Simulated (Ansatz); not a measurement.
**Preparing VCrO4 (Cmcm) as a host crystal**

Aim: the runs on the perfect crystal VCrO4 (Cmcm) that a defect calculation needs first.

Program: Ansatz 0.2.0. Level of theory: plane-wave PAW DFT, PBEsol+U; relaxation of the defect-free supercell from random displacements, a test of the host's stability; PAW set soft_1. Results are calculated unless marked as measured.

## 1. Set-up

The cell holds 48 atoms: 8 V, 8 Cr and 32 O. Cell: a = 10.245 Å, b = 8.210 Å, c = 9.968 Å, α = 67.8°, β = 47.9°, γ = 64.3°.

## 2. Defect free supercell relaxed from displaced atoms

The input displaces the atoms at random before the relaxation, so that it can leave a symmetric saddle if there is one.

pristine.rattled/input.yaml

```yaml
crystal:
  lattice:
    - [0.0, 8.2741084036, 6.0410801871]
    - [5.5593697266, -2.363e-07, 6.04108051]
    - [5.5593697266, 8.2741086399, -3.229e-07]
  atoms:
    - { symbol: V, position: [0.0527604415, 0.6972396222, 0.3027603778] }
    - { symbol: V, position: [0.0527604415, 0.6972396222, 0.8027603778] }
    - { symbol: V, position: [0.5527604415, 0.1972396222, 0.3027603778] }
    - { symbol: V, position: [0.5527604415, 0.1972396222, 0.8027603778] }
    - { symbol: V, position: [0.4472395585, 0.8027603778, 0.1972396222] }
    - { symbol: V, position: [0.4472395585, 0.8027603778, 0.6972396222] }
    - { symbol: V, position: [0.9472395585, 0.3027603778, 0.1972396222] }
    - { symbol: V, position: [0.9472395585, 0.3027603778, 0.6972396222] }
    - { symbol: Cr, position: [0.0, 0.0, 0.0], spin: 3.0 }
    - { symbol: Cr, position: [0.0, 0.0, 0.5], spin: 3.0 }
    - { symbol: Cr, position: [0.5, 0.5, 0.0], spin: 3.0 }
    - { symbol: Cr, position: [0.5, 0.5, 0.5], spin: 3.0 }
    - { symbol: Cr, position: [0.25, 0.25, 0.25], spin: -3.0 }
    - { symbol: Cr, position: [0.25, 0.25, 0.75], spin: -3.0 }
    - { symbol: Cr, position: [0.75, 0.75, 0.25], spin: -3.0 }
    - { symbol: Cr, position: [0.75, 0.75, 0.75], spin: -3.0 }
    - { symbol: O, position: [0.2532514983, 0.9967484809, 0.2685155001] }
    - { symbol: O, position: [0.2532514983, 0.9967484809, 0.7685155001] }
    - { symbol: O, position: [0.7532514983, 0.4967484809, 0.2685155001] }
    - { symbol: O, position: [0.7532514983, 0.4967484809, 0.7685155001] }
    - { symbol: O, position: [0.2467485017, 0.5032515191, 0.2314844999] }
    - { symbol: O, position: [0.2467485017, 0.5032515191, 0.7314844999] }
    - { symbol: O, position: [0.7467485017, 0.0032515191, 0.2314844999] }
    - { symbol: O, position: [0.7467485017, 0.0032515191, 0.7314844999] }
    - { symbol: O, position: [0.4814845207, 0.2685155001, 0.4967484809] }
    - { symbol: O, position: [0.4814845207, 0.2685155001, 0.9967484809] }
    - { symbol: O, position: [0.9814845207, 0.7685155001, 0.4967484809] }
    - { symbol: O, position: [0.9814845207, 0.7685155001, 0.9967484809] }
    - { symbol: O, position: [0.0185154793, 0.2314844999, 0.0032515191] }
    - { symbol: O, position: [0.0185154793, 0.2314844999, 0.5032515191] }
    - { symbol: O, position: [0.5185154793, 0.7314844999, 0.0032515191] }
    - { symbol: O, position: [0.5185154793, 0.7314844999, 0.5032515191] }
    - { symbol: O, position: [0.1168946782, 0.3528675667, 0.1471324333] }
    - { symbol: O, position: [0.1168946782, 0.3528675667, 0.6471324333] }
    - { symbol: O, position: [0.6168946782, 0.8528675667, 0.1471324333] }
    - { symbol: O, position: [0.6168946782, 0.8528675667, 0.6471324333] }
    - { symbol: O, position: [0.1028676796, 0.8668947043, 0.1331052957] }
    - { symbol: O, position: [0.1028676796, 0.8668947043, 0.6331052957] }
    - { symbol: O, position: [0.6028676796, 0.3668947043, 0.1331052957] }
    - { symbol: O, position: [0.6028676796, 0.3668947043, 0.6331052957] }
    - { symbol: O, position: [0.3831053218, 0.1471324333, 0.3528675667] }
    - { symbol: O, position: [0.3831053218, 0.1471324333, 0.8528675667] }
    - { symbol: O, position: [0.8831053218, 0.6471324333, 0.3528675667] }
    - { symbol: O, position: [0.8831053218, 0.6471324333, 0.8528675667] }
    - { symbol: O, position: [0.3971323204, 0.6331052957, 0.3668947043] }
    - { symbol: O, position: [0.3971323204, 0.6331052957, 0.8668947043] }
    - { symbol: O, position: [0.8971323204, 0.1331052957, 0.3668947043] }
    - { symbol: O, position: [0.8971323204, 0.1331052957, 0.8668947043] }
magnetization:
  spin_polarized: true
  initial_magnetization: 0
  spin_locking: { lock_magnetization: hard }
basis:
  ecutwfc: 420
  xc_grid: 2
hamiltonian:
  xc: pbesol
  hubbard:
    sites: [{ species: V, l: d, u_eff: 4.0 }, { species: Cr, l: d, u_eff: 4.0 }]
    projectors: ortho-atomic
  pseudopotentials: { kind: paw, azcp: { folder: soft_1 }, xc_functional: pbe }
kpoints:
  mp_grid: { grid: [1, 1, 1] }
scf:
  occupations: { method: fermi_dirac, width: 0.01 }
  max_iter: 100
  lower_state_search: "off"
output:
  forces: true
relax:
  f_tol: 0.015
  max_steps: 120
  random_displacement: { amplitude: 0.06, seed: 6811 }
checkpoint:
  write: "../pristine.rattled.run"
  compress: false
  write_wavefunctions: false
  write_every: 100000
```

Started as:

```bash
$ ansatz run input.yaml --threads 8 --pin off --max-ram 15073MiB --backend cpu --events-out ev --progress --plain --runs-dir out
```

Numbers of over 12 decimals in the logs are rounded to 6 here.

What it wrote:

```text
[... repeated set-up lines and file paths are left out, and long positions are rounded to six places ...]
Engine: ansatz 0.2.0, x86_64-unknown-linux-gnu
Pseudopotentials: kind: paw
Pseudopotential: V, paw, valence charge 13, recommended cutoff 420 eV (normal), soft_1/V.paw.azcp
Pseudopotential: Cr, paw, valence charge 14, recommended cutoff 420 eV (normal), soft_1/Cr.paw.azcp
Pseudopotential: O, paw, valence charge 6, recommended cutoff 420 eV (normal), soft_1/O.paw.azcp
Functional definition: PBEsol
  exchange = pbesol_x
  correlation = pbesol_c
Crystal: 48 atoms, lattice volume = 555.765 Å³
Basis set: ecut = 420 eV, 10849 PW (Γ), exchange–correlation on 144×120×144 points (8 copies of the dense FFT grid, shifted against one another)
Bands: 252, of which v1, the nominal top of the filled ones, is band 204 counted from 1 (203 counted from 0)
Symmetry: 1 space group operations
k-points: 1
Non-local potential: V, projectors of the file, l = 0: 3, l = 1: 2, l = 2: 3, l = 3: 1
Non-local potential: Cr, projectors of the file, l = 0: 3, l = 1: 2, l = 2: 3, l = 3: 1
Non-local potential: O, projectors of the file, l = 0: 2, l = 1: 2, l = 2: 1
PAW form: soft (Blöchl's): semilocal exchange-correlation on the pseudo side does not see the compensation charge
PAW frozen core: V, regenerated for the run's functional, and the local potential with it (the file was generated under x = pbe(κ = 0.804, μ = 0.219515), c = pbe(β = 0.066725))
PAW frozen core: Cr, regenerated for the run's functional, and the local potential with it (the file was generated under x = pbe(κ = 0.804, μ = 0.219515), c = pbe(β = 0.066725))
PAW frozen core: O, regenerated for the run's functional, and the local potential with it (the file was generated under x = pbe(κ = 0.804, μ = 0.219515), c = pbe(β = 0.066725))
PAW one-centre angular grid: V, 590 points (default); XC on 64 Gauss nodes
PAW one-centre angular grid: Cr, 590 points (default); XC on 64 Gauss nodes
PAW one-centre angular grid: O, 110 points (default); XC on 64 Gauss nodes
Initial density: superposition of atomic densities (chi_scale 0.1, normalization cell, long waves kept (reshape's long-wave potential 0.05 eV rms))
Starting moments: Σ|m| = 24 μB on 8 of 48 sites
Initial wavefunctions: pseudopotential atomic-orbital guess
Functional: x = pbesol(κ = 0.804, μ = 0.123457), c = pbesol(β = 0.046)
SCF iter   1: F=—  HF=-67782.565584 eV  |F-HF|=—  |Δ(HF+E_count)|=         —  Δρ=3.78e-2 (↑3.76e-2 ↓3.78e-2)  dr2=1.95e1  dr2_m=2.27e0  M=0.000 μB ∫|m|=27.436 μB  β_m=0.30  ethr=3.10e-3  ⟨swp⟩=5.0  Hψ=1561  notcnv=0  defer=12
preconditioner: auto → Resta (q_TF=auto, 2.591 Å⁻¹)  ε∞=8.4  [insulator: Δε(μ)=1.041 eV  Ē_g=9.700 eV  σ=0.010 eV  W_gap=1.00  n_scr=166 (ndim 8)  ℏωp=26.4 eV  f_vac=0.019  D(μ)=0.00/eV (n_scr^D=0)  ε∞_Penn≈8.4]
spin=Collinear: Resta preconditioning applied to the charge; magnetization (m = ρ↑ − ρ↓) channel mixes plain (no charge-response kernel on spin).
SCF iter   2: F=—  HF=-67786.526634 eV  |F-HF|=—  |Δ(HF+E_count)|=    3.96e0  Δρ=2.74e-2 (↑2.74e-2 ↓2.74e-2)  dr2=9.43e0  dr2_m=1.24e0  M=0.000 μB ∫|m|=27.247 μB  β_m=0.65  ethr=3.10e-3  ⟨swp⟩=2.0  Hψ=596  notcnv=0  defer=80
SCF iter   3: F=—  HF=-67793.037295 eV  |F-HF|=—  |Δ(HF+E_count)|=    6.51e0  Δρ=2.32e-2 (↑2.31e-2 ↓2.32e-2)  dr2=1.30e1  dr2_m=1.12e-1  M=0.000 μB ∫|m|=26.411 μB  β_m=0.51  ethr=2.31e-3  ⟨swp⟩=3.0  Hψ=1359  notcnv=0  defer=84
SCF iter   4: F=—  HF=-67791.729282 eV  |F-HF|=—  |Δ(HF+E_count)|=    1.31e0  Δρ=5.85e-3 (↑5.85e-3 ↓5.81e-3)  dr2=5.80e-1  dr2_m=4.22e-2  M=0.000 μB ∫|m|=26.230 μB  β_m=0.58  ethr=2.31e-3  ⟨swp⟩=3.0  Hψ=1336  notcnv=0  defer=83
SCF iter   5: F=—  HF=-67791.798385 eV  |F-HF|=—  |Δ(HF+E_count)|=   6.91e-2  Δρ=3.30e-3 (↑3.27e-3 ↓3.30e-3)  dr2=2.21e-1  dr2_m=7.61e-3  M=0.000 μB ∫|m|=26.070 μB  β_m=0.62  ethr=1.42e-4  ⟨swp⟩=3.5  Hψ=772  notcnv=0  defer=83
SCF iter   6: F=—  HF=-67791.833301 eV  |F-HF|=—  |Δ(HF+E_count)|=   3.49e-2  Δρ=1.91e-3 (↑1.91e-3 ↓1.91e-3)  dr2=9.22e-2  dr2_m=1.52e-3  M=0.000 μB ∫|m|=25.922 μB  β_m=0.56  ethr=5.42e-5  ⟨swp⟩=4.0  Hψ=763  notcnv=0  defer=83
SCF iter   7: F=—  HF=-67791.837193 eV  |F-HF|=—  |Δ(HF+E_count)|=   3.89e-3  Δρ=7.83e-4 (↑7.83e-4 ↓7.42e-4)  dr2=1.75e-2  dr2_m=2.80e-4  M=0.000 μB ∫|m|=25.856 μB  β_m=0.60  ethr=2.26e-5  ⟨swp⟩=3.0  Hψ=766  notcnv=0  defer=83
SCF iter   8: F=—  HF=-67791.841934 eV  |F-HF|=—  |Δ(HF+E_count)|=   4.74e-3  Δρ=4.43e-4 (↑4.24e-4 ↓4.43e-4)  dr2=5.75e-3  dr2_m=4.60e-5  M=0.000 μB ∫|m|=25.817 μB  β_m=0.62  ethr=4.28e-6  ⟨swp⟩=3.5  Hψ=659  notcnv=0  defer=83
SCF iter   9: F=—  HF=-67791.843348 eV  |F-HF|=—  |Δ(HF+E_count)|=   1.41e-3  Δρ=3.09e-4 (↑3.09e-4 ↓3.05e-4)  dr2=2.49e-3  dr2_m=1.36e-5  M=0.000 μB ∫|m|=25.798 μB  β_m=0.56  ethr=1.41e-6  ⟨swp⟩=2.0  Hψ=757  notcnv=0  defer=83
SCF iter  10: F=—  HF=-67791.842755 eV  |F-HF|=—  |Δ(HF+E_count)|=   5.93e-4  Δρ=1.10e-4 (↑1.07e-4 ↓1.10e-4)  dr2=2.99e-4  dr2_m=4.28e-6  M=0.000 μB ∫|m|=25.793 μB  β_m=0.61  ethr=6.10e-7  ⟨swp⟩=2.0  Hψ=774  notcnv=0  defer=83
SCF iter  11: F=—  HF=-67791.842854 eV  |F-HF|=—  |Δ(HF+E_count)|=   9.89e-5  Δρ=6.42e-5 (↑6.42e-5 ↓6.13e-5)  dr2=7.72e-5  dr2_m=5.70e-6  M=0.000 μB ∫|m|=25.796 μB  β_m=0.67  ethr=7.33e-8  ⟨swp⟩=2.0  Hψ=637  notcnv=0  defer=83
SCF iter  12: F=—  HF=-67791.842897 eV  |F-HF|=—  |Δ(HF+E_count)|=   4.35e-5  Δρ=5.17e-5 (↑5.05e-5 ↓5.17e-5)  dr2=6.18e-5  dr2_m=1.28e-6  M=0.000 μB ∫|m|=25.797 μB  β_m=0.60  ethr=1.89e-8  ⟨swp⟩=2.0  Hψ=747  notcnv=0  defer=83
SCF iter  13: F=—  HF=-67791.842903 eV  |F-HF|=—  |Δ(HF+E_count)|=   5.94e-6  Δρ=2.76e-5 (↑2.76e-5 ↓2.72e-5)  dr2=1.81e-5  dr2_m=2.15e-7  M=0.000 μB ∫|m|=25.799 μB  β_m=0.54  ethr=1.51e-8  ⟨swp⟩=2.0  Hψ=746  notcnv=0  defer=83
SCF iter  14: F=-67791.842904 eV  HF=-67791.842904 eV  |F-HF|=4.64e-8  |Δ(HF+E_count)|=   6.95e-7  Δρ=1.10e-5 (↑1.10e-5 ↓1.07e-5)  dr2=2.80e-6  dr2_m=7.58e-8  M=0.000 μB ∫|m|=25.800 μB  ethr=1.38e-9  ⟨swp⟩=2.0  Hψ=1469  notcnv=0
SCF 1 converged in 14 iterations: F = -67791.842904 eV  dr2 = 2.80e-6
  greatest PAW one-centre occupation: 1.000 electrons in one spin orbital (limit 2), on the Cr atom at site 12 (counted from 0), in its partial waves of l = 0
relax step   1: F+E_penalty+E_count = -67791.84290413 eV  Δ(F+E_penalty+E_count) = +0.000e0 eV  max|allowed force component| = 4.886e0 eV/Å  Δτ_max = 0.0000 Å  (14 SCF iters, dr2 threshold 5.63e-6 eV, accepted)
[... the SCF cycles and remarks between the steps are left out from here to the last step ...]
[...]
SCF converged after 9 iterations
Stability checked in part: among states of this total moment the steps that led to this state did not find it unstable. No probe was made; neither looks for a lower state of another moment (fixed_total_moment; see scf.lower_state_search)
Magnetization: 0.0000 μB (204.0000 up, 204.0000 down)
Absolute magnetization: 25.8577 μB (∫|ρ↑−ρ↓|, with the PAW one-centre terms)
Spin contamination: 12.2259 ħ² per cell (⟨S²⟩ above its minimum at these occupations)
Per-site moments (μB) at R_I (Å): [(-1.4824854024330778e-5, 0.683070), (1.257742283823456e-5, 0.683071), (1.4324573141630564e-5, 0.683074), [... 45 left out ...]
Free energy (F): -67793.567588 eV
Harris-Foulkes:  -67793.567588 eV  (|F-HF|=1.09e-9)
Internal energy: -67793.567588 eV  (E = F + TS)
E sigma→0 (E₀):  -67793.567588 eV
Fermi energy:    8.047272 (↑ 8.047277, ↓ 8.047268) eV
--- Per-component energies (eV) ---
  E_band       = -4901.928218
  E_kinetic    = 10082.437353
  E_local      = -38536.070855  (includes V_loc(G=0)·N_el)
  E_nonlocal   = 2692.617747
  E_hartree    = 15633.197271
  E_xc         = -4065.664605
  E_vxc        = -5197.826730  (∫ρ·V_xc dr)
  E_hubbard    = 51.775053  (on-site DFT+U / exact-exchange correction)
  E_vhub       = -15.615630  (the Hubbard potential's part of the band-sum identity)
  E_paw        = -23320.241702  (= ΣΔE_a)
  E_vpaw       = -5193.900436  (= ΣTr[D̂ρ^β])
  E_aug_tail   = 0.039668  (compensation charges beyond the density's cutoff)
  E_ewald      = -30335.264163
  E_core_change = 3.606646  (= ΣΔE_core)
  E_smearing   = -0.000000  (= −TS)
  E_closure    = -0.000000  (closes the sum)
  Σ components = -67793.567588   (vs F -67793.567588, Δ=0.00e0)
--- Forces (eV/Å), atoms counted from 1 ---
  atom   1  V     -0.00090215    -0.00026358    -0.00143231
  atom   2  V      0.00055786    -0.00014916    -0.00017966
  atom   3  V      0.00049532    -0.00037074     0.00024171
  atom   4  V     -0.00061732     0.00027403    -0.00050588
  atom   5  V      0.00030865     0.00035953     0.00010271
  atom   6  V      0.00010946    -0.00011201     0.00035148
  atom   7  V     -0.00058249    -0.00030288     0.00083608
  atom   8  V      0.00013086    -0.00062275     0.00021849
  atom   9  Cr     0.00016714    -0.00046869    -0.00027422
  atom  10  Cr    -0.00073223    -0.00056189     0.00035659
  atom  11  Cr     0.00027426    -0.00058716    -0.00013008
  atom  12  Cr    -0.00047968     0.00011749    -0.00014276
  atom  13  Cr    -0.00030318    -0.00006044    -0.00001454
  atom  14  Cr    -0.00014903     0.00005573    -0.00067592
  atom  15  Cr    -0.00002717    -0.00013793     0.00065112
  atom  16  Cr    -0.00000981    -0.00020434     0.00086081
  atom  17  O      0.00036284     0.00017645     0.00032357
  atom  18  O      0.00018009     0.00027859    -0.00006466
  atom  19  O      0.00003497     0.00030328    -0.00049589
  atom  20  O     -0.00095373     0.00061603     0.00034519
  atom  21  O     -0.00026982    -0.00044962    -0.00030616
  atom  22  O      0.00021254     0.00073254    -0.00055533
  atom  23  O     -0.00004775    -0.00000164    -0.00042543
  atom  24  O     -0.00027473     0.00082781     0.00014014
  atom  25  O     -0.00015030    -0.00000965    -0.00032527
  atom  26  O      0.00005956    -0.00001866     0.00110673
  atom  27  O     -0.00005003     0.00045213    -0.00067791
  atom  28  O     -0.00026583    -0.00033711     0.00052570
  atom  29  O      0.00064571     0.00005670    -0.00028124
  atom  30  O      0.00001089     0.00048353    -0.00041638
  atom  31  O      0.00016889     0.00001999     0.00057458
  atom  32  O      0.00094719    -0.00058715    -0.00004060
  atom  33  O     -0.00025715    -0.00008322     0.00098957
  atom  34  O     -0.00017080     0.00120179     0.00081512
  atom  35  O      0.00028096     0.00031833     0.00078475
  atom  36  O      0.00000927     0.00182049    -0.00035360
  atom  37  O      0.00025406    -0.00118060     0.00087304
  atom  38  O     -0.00068766    -0.00069225     0.00066081
  atom  39  O      0.00097523    -0.00044595    -0.00019249
  atom  40  O      0.00002360    -0.00079778     0.00049187
  atom  41  O     -0.00065076    -0.00145750    -0.00037868
  atom  42  O     -0.00069368    -0.00155892    -0.00038444
  atom  43  O      0.00009303    -0.00001363    -0.00044682
  atom  44  O     -0.00026520    -0.00096007    -0.00076623
  atom  45  O      0.00029201     0.00029565    -0.00024399
  atom  46  O      0.00009979     0.00134348     0.00080303
  atom  47  O      0.00085644     0.00058885    -0.00054799
  atom  48  O      0.00099592     0.00213418    -0.00180431
  max |Σ_I F_I| component: 2.12e-5 eV/Å
Occupation matrices written to <dir>
--- Relaxed structure (5 steps of the walk, 5 accepted, 0 SCFs on fresh bases) ---
  F+E_penalty+E_count = -67793.56758786 eV   max|allowed force component| = 2.134e-3 eV/Å
  atoms:
    - { symbol: V, position: [0.052726, 0.695831, 0.303032] }
    - { symbol: V, position: [0.052708, 0.695816, 0.803036] }
    - { symbol: V, position: [0.552739, 0.195801, 0.303023] }
    - { symbol: V, position: [0.552689, 0.195832, 0.803053] }
    - { symbol: V, position: [0.447223, 0.801283, 0.197563] }
    - { symbol: V, position: [0.447224, 0.801278, 0.697561] }
    - { symbol: V, position: [0.947237, 0.301275, 0.197558] }
    - { symbol: V, position: [0.947227, 0.301319, 0.697546] }
    - { symbol: Cr, position: [-2.5451803467683998e-6, -0.001451, 0.000274] }
    - { symbol: Cr, position: [-5.156322414268306e-5, -0.001434, 0.500319] }
    - { symbol: Cr, position: [0.499963, 0.498543, 0.000305] }
    - { symbol: Cr, position: [0.499985, 0.498551, 0.500285] }
    - { symbol: Cr, position: [0.249967, 0.248546, 0.250326] }
    - { symbol: Cr, position: [0.249984, 0.248565, 0.750274] }
    - { symbol: Cr, position: [0.749985, 0.748541, 0.250292] }
    - { symbol: Cr, position: [0.749947, 0.748561, 0.750307] }
    - { symbol: O, position: [0.253429, 0.995075, 0.268930] }
    - { symbol: O, position: [0.253452, 0.995089, 0.768877] }
    - { symbol: O, position: [0.753456, 0.495077, 0.268891] }
    - { symbol: O, position: [0.753414, 0.495099, 0.768909] }
    - { symbol: O, position: [0.246505, 0.502022, 0.231715] }
    - { symbol: O, position: [0.246511, 0.502036, 0.731658] }
    - { symbol: O, position: [0.746530, 0.002014, 0.231668] }
    - { symbol: O, position: [0.746470, 0.002035, 0.731697] }
    - { symbol: O, position: [0.481391, 0.267161, 0.496810] }
    - { symbol: O, position: [0.481348, 0.267143, 0.996859] }
    - { symbol: O, position: [0.981350, 0.767185, 0.496835] }
    - { symbol: O, position: [0.981375, 0.767147, 0.996829] }
    - { symbol: O, position: [0.018602, 0.229944, 0.003744] }
    - { symbol: O, position: [0.018561, 0.229971, 0.503763] }
    - { symbol: O, position: [0.518558, 0.729940, 0.003774] }
    - { symbol: O, position: [0.518604, 0.729923, 0.503756] }
    - { symbol: O, position: [0.116909, 0.351306, 0.147563] }
    - { symbol: O, position: [0.116917, 0.351361, 0.647506] }
    - { symbol: O, position: [0.616920, 0.851304, 0.147529] }
    - { symbol: O, position: [0.616907, 0.851345, 0.647510] }
    - { symbol: O, position: [0.102781, 0.865503, 0.133324] }
    - { symbol: O, position: [0.102722, 0.865531, 0.633371] }
    - { symbol: O, position: [0.602790, 0.365473, 0.133309] }
    - { symbol: O, position: [0.602748, 0.365512, 0.633352] }
    - { symbol: O, position: [0.383023, 0.145767, 0.353107] }
    - { symbol: O, position: [0.382993, 0.145798, 0.853099] }
    - { symbol: O, position: [0.883043, 0.645791, 0.353054] }
    - { symbol: O, position: [0.883009, 0.645793, 0.853077] }
    - { symbol: O, position: [0.397198, 0.631582, 0.367243] }
    - { symbol: O, position: [0.397161, 0.631590, 0.867262] }
    - { symbol: O, position: [0.897198, 0.131574, 0.367237] }
    - { symbol: O, position: [0.897231, 0.131600, 0.867200] }
```

Run time: 38 s. Hardware: 8 threads of AMD EPYC 7R43, shared host; peak memory 1.3 GiB; 4.3 min of CPU time.

Step by step:

| step | energy less that of the first step (eV) | largest force component (eV/Å) |
| --- | --- | --- |
| 1 | 0.0000 | 4.8859 |
| 2 | -1.2526 | 2.1481 |
| 3 | -1.7235 | 0.0381 |
| 4 | -1.7235 | 0.0381 |
| 5 | -1.7247 | 0.0021 |

Numbers from this step:

| Quantity | Value |
| --- | --- |
| integral of the absolute spin density | 25.86 μB |
| spin contamination | 12.23 |

Site moment by element, in μB:

| element | atoms | mean | spread (r.m.s.) | least | largest |
| --- | --- | --- | --- | --- | --- |
| V | 8 | 0.00 | 0.00 | 0.00 | 0.00 |
| Cr | 8 | 0.00 | 2.42 | -2.42 | 2.42 |
| O | 32 | 0.00 | 0.03 | -0.04 | 0.04 |

The atoms farthest from the mean of their element:

| atom | x, y, z (Å) | site moment (μB) |
| --- | --- | --- |
| Cr9 | -0.01, 0.00, -0.01 | 2.42 |
| Cr16 | 8.33, 12.41, 9.05 | -2.42 |
| Cr14 | 5.55, 8.28, 3.01 | -2.42 |
| Cr11 | 2.77, 4.14, 6.03 | 2.42 |
| Cr10 | 2.77, 4.14, -0.01 | 2.42 |
| Cr12 | 5.55, 8.28, 6.03 | 2.42 |
| Cr13 | 2.77, 4.14, 3.01 | -2.42 |
| Cr15 | 5.55, 8.28, 9.05 | -2.42 |

The relaxation ends 36 meV an atom lower than the displaced start, with a largest force component of 0.0021 eV/Å.

## 3. What came out

```yaml
symmetric_supercell_less_the_displaced_and_relaxed_one: 0.000 eV
```

The energy fell by 1.725 eV from the randomly displaced start; the atoms end within 0.005 Å of the sites as typed, once the mean shift is taken out. The displaced cell ends within 0.01 eV of the symmetric one, so no lower structure shows in this supercell. All at zero temperature.

[Logs are printed without paths, hosts, clocks, repeated set-up lines and the standing remarks that a program may print on its own settings, such as how far it seeks lower states.]

[Hosts, paths, dates, database ids (printed as entryN), source tags and the programs' standing remarks are cut or masked in the printed files.]

[Runs of the host that timed out are not shown.]

[For some hosts the program warned that the k-mesh of the response run may be too coarse for force constants and the static dielectric constant; such warnings are not always shown.]
